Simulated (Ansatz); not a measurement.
# Stretching the linear Ag chain

Wanted: energy, moment and open channels of the linear Ag chain from 12 % compression to 30 % stretch.

Method: DFT PBE, plane waves, PAW; relaxation of a chain's period, in the first sound run; inputs show where later runs differ, in Ansatz 0.2.0.

## Step 1: Set-up

The cell holds 1 atom: 1 Ag. Cell: a = 7.500 Å, b = 7.500 Å, c = 2.697 Å, α = 90.0°, β = 90.0°, γ = 90.0°. Vacuum lies along a and b. The structure's axis is c.

## Step 2: Relaxing the period

Band widths follow the bond lengths, so the chain is relaxed first. The atoms and the third cell vector are free; the box across stays fixed as vacuum. Moments are seeded so that a magnetic state can form if it lies lower. A Fermi-Dirac smearing is set since the result may be a metal. The pressure printed is a third of the stress's trace over the whole box, vacuum included; only the stress along the axis is relaxed.

File input.yaml:

```yaml
crystal:
  lattice:
    - [7.5, 0.0, 0.0]
    - [0.0, 7.5, 0.0]
    - [0.0, 0.0, 2.697]
  atoms:
    - { symbol: Ag, position: [0.5, 0.5, 0.0], spin: 0.5 }
magnetization:
  spin_polarized: true
kpoints:
  mp_grid: { grid: [1, 1, 30] }
scf:
  occupations: { method: fermi_dirac, width: 0.05 }
hamiltonian:
  xc: pbe
relax:
  cell: { fix: [a, b, alpha, beta, gamma] }
  max_steps: 60
```

Run with:

```
> ansatz run input.yaml --threads 4 --pin off --max-ram 8192MiB --backend cpu --events-out ev --progress --plain --runs-dir out
```

Numbers of over 12 decimals in the logs are rounded to 6 here.

Log:

```text
Engine: ansatz 0.2.0, aarch64-unknown-linux-gnu
Pseudopotentials: kind: paw
Pseudopotential: Ag, paw, valence charge 19, recommended cutoff 420 eV (normal), Ag.paw.azcp
Functional definition: PBE
  parameter kappa = 0.804
  parameter beta = 0.066725
  exchange = pbe_x(kappa = kappa, mu = beta*pi^2/3)
  correlation = pbe_c(beta = beta)
Crystal: 1 atoms, lattice volume = 151.706 Å³
Basis set: ecut = 420 eV, 3017 PW (Γ), exchange–correlation on 108×108×40 points (8 copies of the dense FFT grid, shifted against one another)
Bands: 14, of which v1, the nominal top of the filled ones, is band 10 counted from 1 (9 counted from 0)
Symmetry: 16 space group operations
Space group: P4/mmm (ITA 123), of the structure as read, at distance tolerance 5.3e-5 Å
Magnetic group: BNS 123.339 (UNI 999), of the structure as read, at distance tolerance 5.3e-5 Å
k-points: 16 of 30
Non-local potential: Ag, projectors of the file, l = 0: 3, l = 1: 2, l = 2: 2, l = 3: 1
PAW form: soft (Blöchl's): semilocal exchange-correlation on the pseudo side does not see the compensation charge
PAW one-centre angular grid: Ag, 590 points (default); XC on 64 Gauss nodes
Initial density: superposition of atomic densities (neutral atoms: chi_scale 0, normalization atom)
Starting moments: Σ|m| = 0.5 μB on 1 of 1 site
Initial wavefunctions: pseudopotential atomic-orbital guess
Functional: x = pbe(κ = 0.804, μ = 0.219515), c = pbe(β = 0.066725)
iter 1 solved again at ethr=3.23e-4 eV; its pass at ethr=3.10e-3 eV (dr2=6.13e-2 eV) is discarded
SCF iter   1: F=—  HF=-7589.186951 eV  |F-HF|=—  |Δ(HF+E_count)|=         —  Δρ=1.42e-2 (↑1.42e-2 ↓8.91e-3)  dr2=6.35e-2  dr2_m=1.79e-1  M=0.013 μB ∫|m|=0.036 μB  β_m=0.30  ethr=3.23e-4  ⟨swp⟩=1.0  Hψ=2863  notcnv=0
preconditioner: auto → Resta (q_TF=auto, 1.930 Å⁻¹)  ε∞=2.6  [insulator: Δε(μ)=0.210 eV  Ē_g=7.910 eV  σ=0.050 eV  W_gap=0.78  n_scr=20 (ndim 8)  ℏωp=10.0 eV  f_vac=0.721  D(μ)=0.29/eV (n_scr^D=0)  ε∞_Penn≈2.6  vacuum switching on, ρ_ref=4.5e-3 e/Å³]
spin=Collinear: Resta preconditioning applied to the charge; magnetization (m = ρ↑ − ρ↓) channel mixes plain (no charge-response kernel on spin).
SCF iter   2: F=—  HF=-7589.194724 eV  |F-HF|=—  |Δ(HF+E_count)|=   7.77e-3  Δρ=9.03e-3 (↑9.03e-3 ↓7.55e-3)  dr2=1.16e-2  dr2_m=9.29e-2  M=0.008 μB ∫|m|=0.027 μB  β_m=0.30  ethr=3.23e-4  ⟨swp⟩=2.4  Hψ=716  notcnv=0
SCF iter   3: F=—  HF=-7589.204277 eV  |F-HF|=—  |Δ(HF+E_count)|=   9.55e-3  Δρ=6.05e-3 (↑5.83e-3 ↓6.05e-3)  dr2=2.26e-3  dr2_m=4.81e-2  M=0.005 μB ∫|m|=0.020 μB  β_m=0.30  ethr=6.08e-5  ⟨swp⟩=2.0  Hψ=740  notcnv=0
SCF iter   4: F=—  HF=-7589.209902 eV  |F-HF|=—  |Δ(HF+E_count)|=   5.63e-3  Δρ=4.24e-3 (↑4.24e-3 ↓4.22e-3)  dr2=7.52e-5  dr2_m=2.49e-2  M=0.003 μB ∫|m|=0.016 μB  β_m=0.30  ethr=1.19e-5  ⟨swp⟩=2.4  Hψ=765  notcnv=0
SCF iter   5: F=—  HF=-7589.212539 eV  |F-HF|=—  |Δ(HF+E_count)|=   2.64e-3  Δρ=3.06e-3 (↑3.06e-3 ↓3.04e-3)  dr2=3.75e-5  dr2_m=1.29e-2  M=0.002 μB ∫|m|=0.012 μB  β_m=0.30  ethr=3.96e-7  ⟨swp⟩=2.0  Hψ=621  notcnv=0
SCF iter   6: F=—  HF=-7589.213885 eV  |F-HF|=—  |Δ(HF+E_count)|=   1.35e-3  Δρ=2.20e-3 (↑2.20e-3 ↓2.19e-3)  dr2=9.24e-7  dr2_m=6.69e-3  M=0.001 μB ∫|m|=0.009 μB  β_m=0.30  ethr=1.97e-7  ⟨swp⟩=2.0  Hψ=697  notcnv=0
SCF iter   7: F=—  HF=-7589.214578 eV  |F-HF|=—  |Δ(HF+E_count)|=   6.93e-4  Δρ=1.58e-3 (↑1.58e-3 ↓1.58e-3)  dr2=3.84e-7  dr2_m=3.48e-3  M=0.001 μB ∫|m|=0.007 μB  β_m=0.30  ethr=4.86e-9  ⟨swp⟩=3.3  Hψ=952  notcnv=0
Mixer restart at iter 7: flushing history
spin-set hold released at iteration 7 (site moments contracting): the magnetisation degrees of freedom join the quasi-Newton model from the next iteration; the mixer history was flushed
SCF iter   8: F=—  HF=-7589.214934 eV  |F-HF|=—  |Δ(HF+E_count)|=   3.56e-4  Δρ=1.14e-3 (↑1.14e-3 ↓1.14e-3)  dr2=2.18e-7  dr2_m=1.81e-3  M=0.001 μB ∫|m|=0.005 μB  β_m=0.65  ethr=2.02e-9  ⟨swp⟩=3.0  Hψ=910  notcnv=0
SCF iter   9: F=—  HF=-7589.215314 eV  |F-HF|=—  |Δ(HF+E_count)|=   3.80e-4  Δρ=1.54e-5 (↑1.40e-5 ↓1.54e-5)  dr2=1.04e-8  dr2_m=2.99e-7  M=-0.000 μB ∫|m|=0.000 μB  β_m=0.82  ethr=1.15e-9  ⟨swp⟩=3.4  Hψ=1026  notcnv=0
SCF iter  10: F=—  HF=-7589.215298 eV  |F-HF|=—  |Δ(HF+E_count)|=   1.65e-5  Δρ=5.91e-6 (↑5.91e-6 ↓4.25e-6)  dr2=6.11e-9  dr2_m=3.50e-8  M=-0.000 μB ∫|m|=0.000 μB  β_m=0.91  ethr=5.47e-11  ⟨swp⟩=4.1  Hψ=1334  notcnv=0
SCF iter  11: F=—  HF=-7589.215298 eV  |F-HF|=—  |Δ(HF+E_count)|=   7.95e-8  Δρ=2.42e-6 (↑1.78e-6 ↓2.42e-6)  dr2=2.16e-8  dr2_m=2.34e-10  M=-0.000 μB ∫|m|=0.000 μB  β_m=0.69  ethr=3.21e-11  ⟨swp⟩=3.5  Hψ=1258  notcnv=0
SCF iter  12: F=—  HF=-7589.215298 eV  |F-HF|=—  |Δ(HF+E_count)|=   6.39e-9  Δρ=2.18e-7 (↑2.18e-7 ↓1.83e-7)  dr2=3.16e-11  dr2_m=4.89e-11  M=-0.000 μB ∫|m|=0.000 μB  β_m=0.84  ethr=3.21e-11  ⟨swp⟩=3.1  Hψ=1187  notcnv=0
SCF iter  13: F=-7589.215298 eV  HF=-7589.215298 eV  |F-HF|=1.73e-11  |Δ(HF+E_count)|=  1.00e-10  Δρ=2.44e-8 (↑2.12e-8 ↓2.44e-8)  dr2=1.07e-12  dr2_m=3.26e-13  M=-0.000 μB ∫|m|=0.000 μB  ethr=1.00e-12  ⟨swp⟩=2.0  Hψ=881  notcnv=0
WARN: the starting moments were not kept: the SCF closed with an absolute magnetisation of 5.4e-7 μB, where they sum to 0.5 μB in size (1 site). That is at most 0.1 of that sum. Measured as dr2_m measures the in/out step, that magnetisation stands 6.5e-14 eV from none, at or under the dr2_threshold of 1.0e-7 eV: it is no larger than a step whose dr2_m would equal this threshold. The system may hold no moment; this SC [...]
SCF 1 converged in 13 iterations: F = -7589.215298 eV  dr2 = 1.07e-12
  greatest PAW one-centre occupation: 1.000 electrons in one spin orbital (limit 2), on the Ag atom at site 0 (counted from 0), in its partial waves of l = 0
relax step   1: F+E_penalty+E_count = -7589.21529763 eV  Δ(F+E_penalty+E_count) = +0.000e0 eV  max|allowed force component| = 0.000e0 eV/Å  Δτ_max = 0.0000 Å  P = -0.245 GPa  Ω = 151.706 Å³  fix = [a, b, alpha, beta, gamma]  reactions: a -0.140, b -0.140 GPa  (13 SCF iters, dr2 threshold 1.00e-7 eV, accepted)
Crystal: 1 atoms, lattice volume = 150.507 Å³
Basis set: ecut = 420 eV, 3009 PW (Γ), exchange–correlation on 108×108×40 points (8 copies of the dense FFT grid, shifted against one another)
Initial density: handed on by an earlier stage of this run
Starting moments: Σ|m| = 0.5 μB on 1 of 1 site; this step starts from the density that it was given
Initial wavefunctions: those handed on with the density
iter 1 solved again at ethr=1.43e-7 eV; its pass at ethr=3.10e-3 eV (dr2=2.73e-5 eV) is discarded
[...]
preconditioner: auto → Resta (q_TF=auto, 1.935 Å⁻¹)  ε∞=2.5  [insulator: Δε(μ)=0.333 eV  Ē_g=8.200 eV  σ=0.050 eV  W_gap=0.93  n_scr=20 (ndim 8)  ℏωp=10.1 eV  f_vac=0.729  D(μ)=0.18/eV (n_scr^D=0)  ε∞_Penn≈2.5  vacuum switching on, ρ_ref=4.9e-3 e/Å³]
spin=Collinear: Resta preconditioning applied to the charge; magnetization (m = ρ↑ − ρ↓) channel mixes plain (no charge-response kernel on spin).
SCF iter   2: F=—  HF=-7589.218878 eV  |F-HF|=—  |Δ(HF+E_count)|=   4.97e-6  Δρ=9.22e-5 (↑9.22e-5 ↓4.90e-5)  dr2=6.77e-6  dr2_m=5.31e-6  M=0.000 μB ∫|m|=0.000 μB  β_m=0.42  ethr=1.85e-7  ⟨swp⟩=2.3  Hψ=640  notcnv=0
SCF iter   3: F=—  HF=-7589.218880 eV  |F-HF|=—  |Δ(HF+E_count)|=   2.31e-6  Δρ=3.62e-5 (↑3.62e-5 ↓2.51e-5)  dr2=9.84e-7  dr2_m=9.63e-7  M=0.000 μB ∫|m|=0.000 μB  β_m=0.61  ethr=3.56e-8  ⟨swp⟩=2.3  Hψ=614  notcnv=0
iter 4 did not close the SCF: its close was put off for a magnetic moment that had not settled (scf_convergence_deferred on its scf_iter line)
SCF iter   4: F=-7589.218881 eV  HF=-7589.218881 eV  |F-HF|=5.23e-9  |Δ(HF+E_count)|=   8.19e-7  Δρ=2.50e-6 (↑2.50e-6 ↓2.11e-6)  dr2=3.37e-8  dr2_m=4.08e-9  M=0.000 μB ∫|m|=0.000 μB  β_m=0.81  ethr=5.26e-10  ⟨swp⟩=2.6  Hψ=1648  notcnv=0
iter 5 did not close the SCF: its close was put off for a magnetic moment that had not settled (scf_convergence_deferred on its scf_iter line)
SCF iter   5: F=-7589.218881 eV  HF=-7589.218881 eV  |F-HF|=3.64e-12  |Δ(HF+E_count)|=  3.17e-10  Δρ=4.19e-7 (↑3.30e-7 ↓4.19e-7)  dr2=7.26e-10  dr2_m=6.32e-11  M=0.000 μB ∫|m|=0.000 μB  β_m=0.90  ethr=1.77e-10  ⟨swp⟩=2.0  Hψ=1368  notcnv=0
SCF iter   6: F=-7589.218881 eV  HF=-7589.218881 eV  |F-HF|=1.27e-11  |Δ(HF+E_count)|=  1.62e-10  Δρ=7.18e-8 (↑7.18e-8 ↓5.31e-8)  dr2=1.70e-11  dr2_m=1.19e-12  M=0.000 μB ∫|m|=0.000 μB  ethr=3.82e-12  ⟨swp⟩=1.0  Hψ=1188  notcnv=0
the starting moments were not kept: the SCF closed with an absolute magnetisation of 3.3e-7 μB, where they sum to 0.5 μB in size (1 site). That is at most 0.1 of that sum. Measured as dr2_m measures the in/out step, that magnetisation stands 3.2e-14 eV from none, at or under the dr2_threshold of 1.0e-7 eV: it is no larger than a step whose dr2_m would equal this threshold.
SCF 3 converged in 6 iterations: F = -7589.218881 eV  dr2 = 1.70e-11
relax step   3: F+E_penalty+E_count = -7589.21888123 eV  Δ(F+E_penalty+E_count) = -9.219e-4 eV  max|allowed force component| = 0.000e0 eV/Å  Δτ_max = 0.0000 Å  P = -0.085 GPa  Ω = 149.237 Å³  energy of the carried Pulay correction = +1.530e-4 eV  fix = [a, b, alpha, beta, gamma]  reactions: a -0.141, b -0.141 GPa  (6 SCF iters, dr2 threshold 1.00e-7 eV, accepted)
Basis set: ecut = 420 eV, 3009 PW (Γ), exchange–correlation on 108×108×36 points (8 copies of the dense FFT grid, shifted against one another)
Initial wavefunctions: pseudopotential atomic-orbital guess (no wavefunctions were taken with the density)
iter 1 solved again at ethr=1.99e-7 eV; its pass at ethr=3.10e-3 eV (dr2=3.79e-5 eV) is discarded
SCF iter   1: F=—  HF=-7589.218715 eV  |F-HF|=—  |Δ(HF+E_count)|=         —  Δρ=1.15e-5 (↑1.14e-5 ↓1.15e-5)  dr2=1.30e-7  dr2_m=1.19e-12  M=-0.000 μB ∫|m|=0.000 μB  β_m=0.30  ethr=1.99e-7  ⟨swp⟩=3.0  Hψ=3502  notcnv=0
preconditioner: auto → Resta (q_TF=auto, 1.935 Å⁻¹)  ε∞=2.5  [insulator: Δε(μ)=0.335 eV  Ē_g=8.205 eV  σ=0.050 eV  W_gap=0.93  n_scr=20 (ndim 8)  ℏωp=10.1 eV  f_vac=0.728  D(μ)=0.18/eV (n_scr^D=0)  ε∞_Penn≈2.5  vacuum switching on, ρ_ref=4.9e-3 e/Å³]
spin=Collinear: Resta preconditioning applied to the charge; magnetization (m = ρ↑ − ρ↓) channel mixes plain (no charge-response kernel on spin).
SCF iter   2: F=—  HF=-7589.218717 eV  |F-HF|=—  |Δ(HF+E_count)|=   1.83e-6  Δρ=7.63e-6 (↑7.61e-6 ↓7.63e-6)  dr2=5.27e-8  dr2_m=6.70e-13  M=0.000 μB ∫|m|=0.000 μB  β_m=0.50  ethr=6.87e-10  ⟨swp⟩=2.7  Hψ=734  notcnv=0
SCF iter   3: F=—  HF=-7589.218717 eV  |F-HF|=—  |Δ(HF+E_count)|=   7.10e-8  Δρ=2.12e-6 (↑2.12e-6 ↓2.12e-6)  dr2=3.68e-9  dr2_m=7.82e-14  M=0.000 μB ∫|m|=0.000 μB  β_m=0.54  ethr=2.77e-10  ⟨swp⟩=2.4  Hψ=700  notcnv=0
SCF iter   4: F=—  HF=-7589.218717 eV  |F-HF|=—  |Δ(HF+E_count)|=   8.22e-9  Δρ=2.60e-7 (↑2.60e-7 ↓2.59e-7)  dr2=9.27e-11  dr2_m=5.15e-15  M=0.000 μB ∫|m|=0.000 μB  β_m=0.77  ethr=1.94e-11  ⟨swp⟩=2.0  Hψ=745  notcnv=0
SCF iter   5: F=-7589.218717 eV  HF=-7589.218717 eV  |F-HF|=5.46e-12  |Δ(HF+E_count)|=  6.38e-10  Δρ=2.22e-8 (↑2.19e-8 ↓2.22e-8)  dr2=1.75e-12  dr2_m=3.42e-16  M=-0.000 μB ∫|m|=0.000 μB  ethr=1.00e-12  ⟨swp⟩=5.4  Hψ=1682  notcnv=0
the starting moments were not kept: the SCF closed with an absolute magnetisation of 3.4e-9 μB, where they sum to 0.5 μB in size (1 site). That is at most 0.1 of that sum. Measured as dr2_m measures the in/out step, that magnetisation stands 2.9e-18 eV from none, at or under the dr2_threshold of 1.0e-11 eV: it is no larger than a step whose dr2_m would equal this threshold.
SCF 4 converged in 5 iterations: F = -7589.218717 eV  dr2 = 1.75e-12
relax step   4: F+E_penalty+E_count = -7589.21871660 eV  Δ(F+E_penalty+E_count) = +1.646e-4 eV  max|allowed force component| = 0.000e0 eV/Å  Δτ_max = 0.0000 Å  P = -0.085 GPa  Ω = 149.237 Å³  fix = [a, b, alpha, beta, gamma]  reactions: a -0.141, b -0.141 GPa  stress off target by 2.69e-2 GPa on what of the cell is left free  SCF on the basis re-selected at this cell (its energy is not comparable with the rows above)  (5 SCF iters)
basis re-selected at this cell: Δ(F+E_penalty+E_count) = +1.646e-4 eV, ΔP = +0.001 GPa vs the last step (what re-selecting the basis moved, of the pressure what is left beyond the Pulay correction that the steps carried, after the strain that the cell walked since its last selection, with what the two solves' SCF thresholds leave and, on support functions, any second-order correction that the steps lacked; it is no measure of the basis error at this ecutwfc). The dense FFT grid was sized anew with the basis: this SCF ran on 54×54×18 points, the steps before it on 54×54×20, so part of this shift can come from that change (see relax.cell in the input reference). [rest of the remark cut]
SCF converged after 5 iterations
Magnetization: -0.0000 μB (9.5000 up, 9.5000 down)
Absolute magnetization: 0.0000 μB (∫|ρ↑−ρ↓|, with the PAW one-centre terms)
Spin contamination: 0.0000 ħ² per cell (⟨S²⟩ above its minimum at these occupations)
Per-site moments (μB) at R_I (Å): [(-2.869930411379219e-10, 1.094405)]
Free energy (F): -7589.218717 eV
Harris-Foulkes:  -7589.218717 eV  (|F-HF|=5.46e-12)
Internal energy: -7589.216731 eV  (E = F + TS)
E sigma→0 (E₀):  -7589.217724 eV
Entropy (-TS):   -0.001985 eV (-1.985 meV/atom)
Fermi energy:    -2.609558 eV
--- Per-component energies (eV) ---
  E_band       = -582.609351
  E_kinetic    = 528.410347
  E_local      = -6161.629946  (includes V_loc(G=0)·N_el)
  E_nonlocal   = 81.859226
  E_hartree    = 2808.261543
  E_xc         = -182.766158
  E_vxc        = -231.804094  (∫ρ·V_xc dr)
  E_paw        = -3904.525845  (= ΣΔE_a)
  E_vpaw       = -415.968394  (= ΣTr[D̂ρ^β])
  E_aug_tail   = 0.000317  (compensation charges beyond the density's cutoff)
  E_ewald      = -758.826215
  E_smearing   = -0.001985  (= −TS)
  E_closure    = 0.000000  (closes the sum)
  Σ components = -7589.218717   (vs F -7589.218717, Δ=0.00e0)
--- Forces (eV/Å), atoms counted from 1 ---
  atom   1  Ag     0.00000000     0.00000000     0.00000000
  max |Σ_I F_I| component: 7.57e-29 eV/Å
--- Stress (GPa, compression-positive) ---
       -0.140509       0.000000      -0.000000
        0.000000      -0.140509      -0.000000
       -0.000000      -0.000000       0.026945
  P = ⅓ Tr σ = -0.0847 GPa (-0.847 kbar)
--- Relaxed structure (3 steps of the walk, 3 accepted, 1 SCFs on fresh bases) ---
  F+E_penalty+E_count = -7589.21871660 eV   max|allowed force component| = 0.000e0 eV/Å   (the final SCF, on the basis selected at the relaxed cell)
  cell:  # Å, volume = 149.2370 Å³
    - [7.5, 0, 0]
    - [0, 7.5, 0]
    - [0, 0, 2.653102]
  atoms:
    - { symbol: Ag, position: [0.5, 0.5, 0] }
```

Elapsed: 4.8 s, on 4 threads of Arm Neoverse V2, shared host; peak memory 0.4 GiB; 17 s of CPU time.

Step by step:

| step | energy less that of the first step (eV) | largest force component (eV/Å) | pressure (GPa) | volume (Å³) |
| --- | --- | --- | --- | --- |
| 1 | 0.0000 | 0.0000 | -0.24 | 151.71 |
| 2 | -0.0027 | 0.0000 | -0.17 | 150.51 |
| 3 | -0.0036 | 0.0000 | -0.09 | 149.24 |
| 4* | -0.0034 | 0.0000 | -0.08 | 149.24 |

Relaxation steps marked * repeat the geometry before them on a plane-wave basis chosen anew for their cell, so energy and pressure can jump there.

| cell as run | before | after | change |
| --- | --- | --- | --- |
| c (Å) | 2.697 | 2.653 | -1.6 % |

The relaxed structure:

```xyz
1
Lattice="7.5000 0.0000 0.0000 0.0000 7.5000 0.0000 0.0000 0.0000 2.6531" Properties=species:S:1:pos:R:3
Ag    3.7500    3.7500    0.0000
```

This step gave:

* energy at zero smearing: -7589.2177 eV
* cell length along the wire: 2.653 Å

The cell's length comes to 2.653 Å with no moment.

## Step 3: The chain at a fixed length, period over the relaxed period 0.88, k-mesh 1×1×35

This step: DFT PBE, plane waves, PAW; channels and complex bands of a perfect chain (Ansatz 0.2.0).

The period is set to 0.88 times the relaxed one: shorter bonds widen the bands.

The cell differs from the one that the last finished run ended in (c 2.653 → 2.335 Å).

input.yaml, the sections that differ from step 2:

```yaml
crystal:
  lattice:
    - [7.5, 0.0, 0.0]
    - [0.0, 7.5, 0.0]
    - [0.0, 0.0, 2.3347296986]
  atoms:
    - { symbol: Ag, position: [0.5, 0.5, 0.0], spin: 0.5 }
kpoints:
  mp_grid: { grid: [1, 1, 35] }
output:
  transmission:
    e_range: [-2, 2]
    de: 0.035
    kmesh: [1, 1]
    reduced_basis: true
    leads: [[0, 0]]
  stress: true
# magnetization, scf, hamiltonian: as in step 2
# relax: removed
```

Log:

```text
[...]
Crystal: 1 atoms, lattice volume = 131.329 Å³
Basis set: ecut = 420 eV, 2535 PW (Γ)
Bands: 14, of which v1, the nominal top of the filled ones, is band 10 counted from 1 (9 counted from 0)
Symmetry: 16 space group operations
[...]
k-points: 18 of 35
[...]
Starting moments: Σ|m| = 0.5 μB on 1 of 1 site
[...]
SCF iter  14: F=-7588.846487 eV  HF=-7588.846487 eV  |F-HF|=9.09e-13  |Δ(HF+E_count)|=  1.82e-11  Δρ=2.93e-8 (↑1.56e-8 ↓2.93e-8)  dr2=1.70e-12  dr2_m=1.73e-13  M=-0.000 μB ∫|m|=0.000 μB  ethr=1.00e-12  ⟨swp⟩=2.1  Hψ=1004  notcnv=0
SCF 1 converged in 14 iterations: F = -7588.846487 eV  dr2 = 1.70e-12
[...]
transmission: 6 of 36 steps passed
transmission: 9 of 36 steps passed
[...]
transmission: 36 of 36 steps passed
SCF converged after 14 iterations
Magnetization: -0.0000 μB (9.5000 up, 9.5000 down)
Absolute magnetization: 0.0000 μB (∫|ρ↑−ρ↓|, with the PAW one-centre terms)
[...]
Per-site moments (μB) at R_I (Å): [(5.895856543030265e-8, 0.963076)]
Free energy (F): -7588.846487 eV
[...]
Internal energy: -7588.843178 eV  (E = F + TS)
E sigma→0 (E₀):  -7588.844833 eV
Entropy (-TS):   -0.003309 eV (-3.309 meV/atom)
Fermi energy:    -2.240921 eV
[...]
--- Stress (GPa, compression-positive) ---
       -0.141860      -0.000000      -0.000000
       -0.000000      -0.141860      -0.000000
       -0.000000      -0.000000       8.503338
  P = ⅓ Tr σ = 2.7399 GPa (27.399 kbar)
--- Band table (eV; the first three rows and the last of 36) ---
  k-point 0 ↑: bands = [... 6 lower, -5.4746, -3.7802, -3.7319, -3.7319, 0.7453, 0.7453, 2.3967, 3.5857]
  k-point 1 ↑: bands = [... 6 lower, -5.4694, -3.7738, -3.7738, -3.7623, 0.7874, 0.7874, 2.4184, 3.6073]
  k-point 2 ↑: bands = [... 6 lower, -5.4540, -3.8943, -3.8943, -3.7083, 0.9099, 0.9099, 2.4836, 3.6722]
  k-point 17 ↓: bands = [... 6 lower, -4.7951, -4.7947, -3.5209, 2.5430, 5.8319, 7.5189, 7.5189, 8.8337]
--- Transmission ---
  basis      : 497 plane waves across, 3 finite elements along
  points     : 1, standing for a mesh of 1 x 1
  filling    : by the input's occupations and mesh, since the crystals that have channels conduct as metals do. If one of these is a semiconductor, that mesh has misplaced its level
  energies   : 115 from -2.000000 to 1.990000 eV about the Fermi level, 0.035000 eV apart; the leads are filled to 0.000000 eV, and channels, transmission and decay are at -0.005000 eV
  crystal 0  : Ag1, at the sites [0, 0], period 2.3347 Å: whole cells are its period
    offset         : up to 0.0000 Å between an atom of the period and one for which it stands
    filled         : 42.8 meV over the level at which it is neutral
    channels       : 1.000000e0 up, 1.000000e0 down
    conductance    : 1.3774e14 S/m² at 300 K; may be off by some 0.0 % by where its bands' edges are placed, 0.0 % from the distance to neutral
```

Run time: 15 s. Hardware: 4 threads; peak memory 0.4 GiB.

Numbers from this step:

```yaml
energy_at_zero_smearing: -7588.8448 eV
channels_at_the_energy_nearest_the_fermi_level_spin_up: 1
channels_at_the_energy_nearest_the_fermi_level_spin_down: 1
conductance_of_the_lead_as_this_run_defines_it: 1.0000 G₀
band_gap: 0 eV
```

The open channels of the lead by energy, zero at the Fermi level:

| energy (eV) | spin up | spin down |
| --- | --- | --- |
| -2.000 | 3 | 3 |
| -1.895 | 3 | 3 |
| -1.790 | 3 | 3 |
| -1.685 | 3 | 3 |
| -1.615 | 3 | 3 |
| -1.510 | 4 | 4 |
| -1.405 | 2 | 2 |
| -1.300 | 2 | 2 |
| -1.195 | 1 | 1 |
| -1.090 | 1 | 1 |
| -0.985 | 1 | 1 |
| -0.915 | 1 | 1 |
| -0.810 | 1 | 1 |
| -0.705 | 1 | 1 |
| -0.600 | 1 | 1 |
| -0.495 | 1 | 1 |
| -0.390 | 1 | 1 |
| -0.285 | 1 | 1 |
| -0.215 | 1 | 1 |
| -0.110 | 1 | 1 |
| -0.005 | 1 | 1 |
| 0.100 | 1 | 1 |
| 0.205 | 1 | 1 |
| 0.310 | 1 | 1 |
| 0.415 | 1 | 1 |
| 0.485 | 1 | 1 |
| 0.590 | 1 | 1 |
| 0.695 | 1 | 1 |
| 0.800 | 1 | 1 |
| 0.905 | 1 | 1 |
| 1.010 | 1 | 1 |
| 1.115 | 1 | 1 |
| 1.185 | 1 | 1 |
| 1.290 | 1 | 1 |
| 1.395 | 1 | 1 |
| 1.500 | 1 | 1 |
| 1.605 | 1 | 1 |
| 1.710 | 1 | 1 |
| 1.815 | 1 | 1 |
| 1.885 | 1 | 1 |

At the computed energy nearest the Fermi level there are 1 spin-up and 1 spin-down channels, and the thermal average gives 1.000 G₀.

[end of part 1 of 2]

[Logs are printed without paths, hosts, clocks, repeated set-up lines and the standing remarks that a program may print on its own settings, such as how far it seeks lower states.]

[Hosts, paths, dates, database ids (printed as entryN), source tags and the programs' standing remarks are cut or masked in the printed files.]
